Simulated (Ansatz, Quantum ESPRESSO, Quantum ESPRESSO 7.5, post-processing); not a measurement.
**Al(111) with two intrinsic faults two layers apart (four hcp-stacked layers): ballistic transmission**

Aim: the zero-bias transmission with pwcond for this junction: Al(111) with two intrinsic faults two layers apart (four hcp-stacked layers).

Calculated with Quantum ESPRESSO 7.5; plane-wave DFT, PBE, GBRV ultrasoft pseudopotentials (cross-check by Ansatz 0.2.0 with PAW datasets).

Report form: the programs' logs are mostly left out.

## Step 1: Set-up

The cell holds 22 atoms: 22 Al. Its edges and angles: a = 2.857 Å, b = 2.857 Å, c = 51.315 Å, α = 90.0°, β = 90.0°, γ = 60.0°. It derives from Al. Regions: left lead, 9 atoms (9 Al); channel, 4 atoms (4 Al); right lead, 9 atoms (9 Al). The structure is stacked along c, and the current runs across the ab planes.

## Step 2: Ground state

One periodic cell holds a stretch of lead, the junction and more lead; the atoms stay as built.

Input file scf.in:

```
&control
  prefix = 'scf'
  outdir = './out'
  pseudo_dir = './pseudo'
  calculation = 'scf'
  tprnfor = .true.
/
&system
  ibrav = 0
  nat = 22
  ntyp = 1
  ecutwfc = 40
  ecutrho = 200
  occupations = 'smearing'
  smearing = 'mv'
  degauss = 0.01
/
&electrons
  conv_thr = 1e-07
  mixing_beta = 0.25
  electron_maxstep = 120
  mixing_mode = 'local-TF'
/
ATOMIC_SPECIES
  Al  26.9815  al_pbe_v1.uspp.F.UPF
CELL_PARAMETERS angstrom
  2.85671139599365 0.00000000000000 0.00000000000000
  1.42835569799683 2.47398464021101 0.00000000000000
  0.00000000000000 0.00000000000000 51.31489192557395
ATOMIC_POSITIONS crystal
  Al  0.000000000000 0.000000000000 0.000000000000
  Al  0.333333333000 0.333333333000 0.045454545455
  Al  0.666666667000 0.666666667000 0.090909090909
  Al  0.000000000000 0.000000000000 0.136363636364
  Al  0.333333333000 0.333333333000 0.181818181818
  Al  0.666666667000 0.666666667000 0.227272727273
  Al  0.000000000000 0.000000000000 0.272727272727
  Al  0.333333333000 0.333333333000 0.318181818182
  Al  0.666666667000 0.666666667000 0.363636363636
  Al  0.333333333000 0.333333333000 0.409090909091
  Al  0.666666667000 0.666666667000 0.454545454545
  Al  0.333333333000 0.333333333000 0.500000000000
  Al  0.666666667000 0.666666667000 0.545454545455
  Al  0.000000000000 0.000000000000 0.590909090909
  Al  0.333333333000 0.333333333000 0.636363636364
  Al  0.666666667000 0.666666667000 0.681818181818
  Al  0.000000000000 0.000000000000 0.727272727273
  Al  0.333333333000 0.333333333000 0.772727272727
  Al  0.666666667000 0.666666667000 0.818181818182
  Al  0.000000000000 0.000000000000 0.863636363636
  Al  0.333333333000 0.333333333000 0.909090909091
  Al  0.666666667000 0.666666667000 0.954545454545
K_POINTS automatic
  10 10 1 0 0 0
```

The run is started by

```bash
$ OMP_NUM_THREADS=1 mpirun -n 2 pw.x -nk 2 -in scf.in > scf.out
```

The job ended after 2.6 min (2 MPI ranks of Arm Neoverse V2, shared host; peak memory 0.51 GiB).

Read from the output:

* free energy: -2007.2290 eV
* Fermi energy: 8.081 eV

The program's own clock; routines nest. Time by routine:

| routine | wall time (s) | calls |
| --- | --- | --- |
| PWSCF | 156.5 | 1 |
| electrons | 151 | 1 |
| c_bands | 121.9 | 30 |
| cegterg | 108.3 | 210 |
| h_psi | 81.89 | 594 |
| fftw | 62.36 | 45690 |
| vloc_psi | 55.96 | 594 |
| sum_band | 21.86 | 30 |
| calbec | 19.23 | 832 |
| add_vuspsi | 12.91 | 594 |
| s_psi | 12.89 | 594 |
| h_psi:calbec | 12.8 | 594 |
| init_run | 4.17 | 1 |
| wfcinit | 3.82 | 1 |

The run needed 29 iterations to bring the estimated error under 1e-07 Ry; the largest force on any atom, held or free, is 0.03 eV/Å.

## Step 3: Transmission with pwcond.x

prefixt takes both regions from one run: the lead from 0 to bdl, the scattering region from bdl to bds (units of alat). ikind = 1 puts the same lead on both sides. The program's T_tot counts both spins in a run without spin; the tables below give T per spin.

Input file cond.in:

```
&inputcond
  outdir = './out'
  prefixt = 'scf'
  tran_file = 'cond.dat'
  bdl = 2.4494897419
  bds = 17.9629247820
  ikind = 1
  ewind = 4.0
  epsproj = 1e-05
  nz1 = 7
  energy0 = 0.4
  denergy = -0.4
/
14
  0.00000000 0.00000000 0.01000000
  0.00000000 0.10000000 0.06000000
  0.00000000 0.20000000 0.06000000
  0.00000000 0.30000000 0.06000000
  0.00000000 0.40000000 0.06000000
  0.00000000 0.50000000 0.03000000
  0.10000000 0.20000000 0.06000000
  0.10000000 0.30000000 0.12000000
  0.10000000 0.40000000 0.12000000
  0.10000000 0.50000000 0.12000000
  0.20000000 0.40000000 0.06000000
  0.20000000 0.50000000 0.12000000
  0.20000000 0.60000000 0.06000000
  0.30000000 0.60000000 0.06000000
3
```

The run is started by

```bash
$ OMP_NUM_THREADS=1 mpirun -n 2 pwcond.x -in cond.in > cond.out
```

Run time: 72 s. Hardware: 2 MPI ranks; peak memory 0.16 GiB; 2.4 min of CPU time.

Read from the output:

- lead channels at the Fermi level, one spin: 1.51
- transmission at the Fermi level, one spin: 1.212
- conductance: 1.212 G₀

Per spin; mean over the k mesh across the current. Open channels, zone mean against energy, zero at the Fermi level:

| energy (eV) | open channels, zone mean |
| --- | --- |
| -0.400 | 1.33 |
| 0.000 | 1.51 |
| 0.400 | 1.51 |

Per spin; mean over the k mesh across the current. Table of transmission, zone mean by energy, zero at the Fermi level:

| energy (eV) | transmission, zone mean |
| --- | --- |
| -0.400 | 1.25 |
| 0.000 | 1.21 |
| 0.400 | 1.27 |

At 0.000 eV; k in fractions of b1, b2. Transmission by k point:

| k1 | k2 | weight | t | channels |
| --- | --- | --- | --- | --- |
| 0 | 0 | 0.01 | 1 | 1 |
| 0 | 0.1 | 0.06 | 1 | 1 |
| 0 | 0.2 | 0.06 | 1 | 1 |
| 0 | 0.3 | 0.06 | 0.9991 | 1 |
| 0 | 0.4 | 0.06 | 1.7 | 2 |
| 0 | 0.5 | 0.03 | 1.662 | 2 |
| 0.1 | 0.2 | 0.06 | 1 | 1 |
| 0.1 | 0.3 | 0.12 | 1 | 1 |
| 0.1 | 0.4 | 0.12 | 1.781 | 2 |
| 0.1 | 0.5 | 0.12 | 1.332 | 2 |
| 0.2 | 0.4 | 0.06 | 0.9857 | 1 |
| 0.2 | 0.5 | 0.12 | 1.509 | 2 |
| 0.2 | 0.6 | 0.06 | 1.28 | 3 |
| 0.3 | 0.6 | 0.06 | 0 | 0 |

The program's own clock; routines nest. Time by routine:

| routine | wall time (s) | calls |
| --- | --- | --- |
| PWCOND | 71.7 | 1 |
| scatter_forw | 61.8 | 84 |
| local | 6.89 | 14 |
| compbs | 1.8 | 42 |
| compbs_2 | 1.53 | 42 |
| init | 0.35 | 1 |
| poten | 0.06 | 1 |

At no point does T exceed the number of channels.

## Step 4: Transmission with pwcond.x, with nz1 = 3

A sensitivity test on the input.

cond.w.in, as its differences from the input of step 3:

```diff
@@ -3,3 +3,3 @@
   prefixt = 'scf'
-  tran_file = 'cond.dat'
+  tran_file = 'cond.w.dat'
   bdl = 2.4494897419
@@ -9,3 +9,3 @@
   epsproj = 1e-05
-  nz1 = 7
+  nz1 = 3
   energy0 = 0.4
```

The run is started by

```bash
$ OMP_NUM_THREADS=1 mpirun -n 2 pwcond.x -in cond.w.in > cond.w.out
```

The job ended after 65 s (2 MPI ranks; peak memory 0.15 GiB).

The changed values were drawn from a wide range, not chosen for quality; the comparison shows what they did here together.

Beside the run it was changed from:

| quantity | this run | unchanged run | difference |
| --- | --- | --- | --- |
| transmission at the Fermi level, one spin | 1.212 | 1.212 | -3.9e-4 |
| lead channels at the Fermi level, one spin | 1.51 | 1.51 | 0 |
| wall time (s) | 65 | 72 |  |

Over all energies T moves by up to 0.0015, at 0.4 eV.

The physical values in this table stay within 0.05 %.

## Step 5: The open system, with ikind = 2

Another try, with an input changed as a hurried user might.

cond.bad.in, as its differences from the input of step 3:

```diff
@@ -3,6 +3,6 @@
   prefixt = 'scf'
-  tran_file = 'cond.dat'
+  tran_file = 'cond.bad.dat'
   bdl = 2.4494897419
   bds = 17.9629247820
-  ikind = 1
+  ikind = 2
   ewind = 4.0
```

The run is started by

```bash
$ OMP_NUM_THREADS=1 mpirun -n 2 pwcond.x -in cond.bad.in > cond.bad.out
```

It took 0.88 s on 2 MPI ranks; peak memory 0.11 GiB.

The program refused the input before any cycle.

The program's message: “Error in routine init_orbitals (1): Too big atomic spheres”

The change that led to it: inputcond.ikind = 2.

The message: “init_orbitals (1): Too big atomic spheres”. ikind = 2 asks for a second, right-hand lead, for which no boundary (bdr) or run was given; ikind = 1 fits one lead on both sides.

## Step 6: The same in Ansatz

A second code with its own PAW datasets, on the same atoms.

Level of this step: plane-wave DFT, PBE, Ansatz PAW (Ansatz 0.2.0).

Input file input.yaml:

```yaml
crystal:
  lattice:
    - [2.856711396, 0.0, 0.0]
    - [1.428355698, 2.4739846402, 0.0]
    - [0.0, 0.0, 51.3148919256]
  atoms:
    - { symbol: Al, position: [0.0, 0.0, 0.0] }
    - { symbol: Al, position: [0.333333333, 0.333333333, 0.0454545455] }
    - { symbol: Al, position: [0.666666667, 0.666666667, 0.0909090909] }
    - { symbol: Al, position: [0.0, 0.0, 0.1363636364] }
    - { symbol: Al, position: [0.333333333, 0.333333333, 0.1818181818] }
    - { symbol: Al, position: [0.666666667, 0.666666667, 0.2272727273] }
    - { symbol: Al, position: [0.0, 0.0, 0.2727272727] }
    - { symbol: Al, position: [0.333333333, 0.333333333, 0.3181818182] }
    - { symbol: Al, position: [0.666666667, 0.666666667, 0.3636363636] }
    - { symbol: Al, position: [0.333333333, 0.333333333, 0.4090909091] }
    - { symbol: Al, position: [0.666666667, 0.666666667, 0.4545454545] }
    - { symbol: Al, position: [0.333333333, 0.333333333, 0.5] }
    - { symbol: Al, position: [0.666666667, 0.666666667, 0.5454545455] }
    - { symbol: Al, position: [0.0, 0.0, 0.5909090909] }
    - { symbol: Al, position: [0.333333333, 0.333333333, 0.6363636364] }
    - { symbol: Al, position: [0.666666667, 0.666666667, 0.6818181818] }
    - { symbol: Al, position: [0.0, 0.0, 0.7272727273] }
    - { symbol: Al, position: [0.333333333, 0.333333333, 0.7727272727] }
    - { symbol: Al, position: [0.666666667, 0.666666667, 0.8181818182] }
    - { symbol: Al, position: [0.0, 0.0, 0.8636363636] }
    - { symbol: Al, position: [0.333333333, 0.333333333, 0.9090909091] }
    - { symbol: Al, position: [0.666666667, 0.666666667, 0.9545454545] }
kpoints:
  mp_grid: { grid: [10, 10, 1] }
hamiltonian:
  xc: pbe
scf:
  occupations: { method: fermi_dirac, width: 0.1 }
  convergence: { dr2_threshold: 1.0e-08 }
output:
  transmission: { leads: [[0, 3]], e_range: [-0.4, 0.4], de: 0.4, kmesh: [10, 10] }
  write_potential: true
  write_density: true
  volumetric_format: npy
```

The run is started by

```bash
$ ansatz run input.yaml --threads 2 --pin off --max-ram 4096MiB --backend cpu --events-out ev --progress --plain --runs-dir out
```

It took 15 s on 2 threads; peak memory 0.68 GiB; 29 s of CPU time.

Read from the output:

| Item | Value |
| --- | --- |
| free energy | -11825.0071 eV |
| energy at zero smearing | -11824.8442 eV |
| smearing term TS | 0.3259 eV |
| Fermi energy | 8.023 eV |
| symmetry operations | 12 |
| transmission at the Fermi level, one spin | 1.226 |
| lead channels at the Fermi level, one spin | 1.45 |
| step of the lead's Hamiltonian over a period | 4.1 meV |

Per spin; mean over the k mesh across the current. Table of transmission, zone mean by energy, zero at the Fermi level:

| energy (eV) | transmission, zone mean |
| --- | --- |
| -0.400 | 1.14 |
| 0.000 | 1.23 |
| 0.400 | 1.27 |

Per spin; mean over the k mesh across the current. Table of open channels, zone mean by energy, zero at the Fermi level:

| energy (eV) | open channels, zone mean |
| --- | --- |
| -0.400 | 1.27 |
| 0.000 | 1.45 |
| 0.400 | 1.39 |

Ansatz finds T = 1.23 against pwcond's 1.21.

## Step 7: All levels side by side

All levels:

| step | T at the Fermi level (per spin) | conductance (G0) | r.m.s. T(E) from the first | CPU time of the step (s) | peak memory (GiB) |
| --- | --- | --- | --- | --- | --- |
| Ansatz | 1.226 | - | 0 | 28.87 | 0.677 |
| pwcond | 1.212 | 1.212 | 0.0625 | 144.3 | 0.16 |
| pwcond, changed setting | 1.212 | 1.212 | 0.06252 | 129 | 0.15 |

Per spin; mean over the k mesh across the current. Transmission, zone mean against energy, zero at the Fermi level:

| energy (eV) | Ansatz | pwcond | pwcond, changed setting |
| --- | --- | --- | --- |
| -0.400 | 1.14 | 1.25 | 1.25 |
| 0.000 | 1.23 | 1.21 | 1.21 |
| 0.400 | 1.27 | 1.27 | 1.27 |

## Step 8: Worked from the printed numbers

The Landauer sum over the mesh, Σ w T = 0.1200 × 1.78 + 0.1200 × 1.51 + 0.1200 × 1.33 + … = 1.212.

G = 1.21 × 77.48 µS = 93.9 µS a cell. Times the area of 7.067 Å², the resistance-area product is A/G = 0.752 fΩ m², the leads' contact resistance included.

Free electrons at 3 an atom (3 atoms in 49.5 Å³) have k_F = 1.753 1/Å and offer A k_F²/4π = 1.73 channels per spin; the lead has 1.51 on this mesh.

## Step 9: Outcome

| Property | Result |
| --- | --- |
| conductance from T at the Fermi level, a cell (G₀ = 2e²/h) | 1.21 G₀ |
| conductance per area | 1329 S/μm² |
| lead channels per spin | 1.51 |
| the same conductance by Ansatz | 1.23 G₀ |

What this shows: The junction conducts 1.21 G₀ a cell at the Fermi level (PBE, GBRV ultrasoft). At the Fermi level the junction passes 80 % of what the leads offer. At the Fermi level pwcond and Ansatz differ by 1.1 %, a close match. The codes count unlike numbers of lead channels on 6 % of the mesh. The mean rests on 14 distinct points, the heaviest weighing 0.12, and the mesh was not tested, so even the second digit is unsure. Over -0.4 to 0.4 eV, T lies between 1.2 and 1.3 per spin. The geometry is as built, not relaxed, and the leads are short.

[Logs are printed without paths, hosts, clocks, repeated set-up lines and the standing remarks that a program may print on its own settings, such as how far it seeks lower states.]

[Hosts, paths, dates, database ids (printed as entryN), source tags and the programs' standing remarks are cut or masked in the printed files.]

[Maps of the electrostatic potential energy from Ansatz leave out the sawtooth potential of an applied field or a dipole correction, so their vacuum need not be flat; planar profiles and work functions include it.]
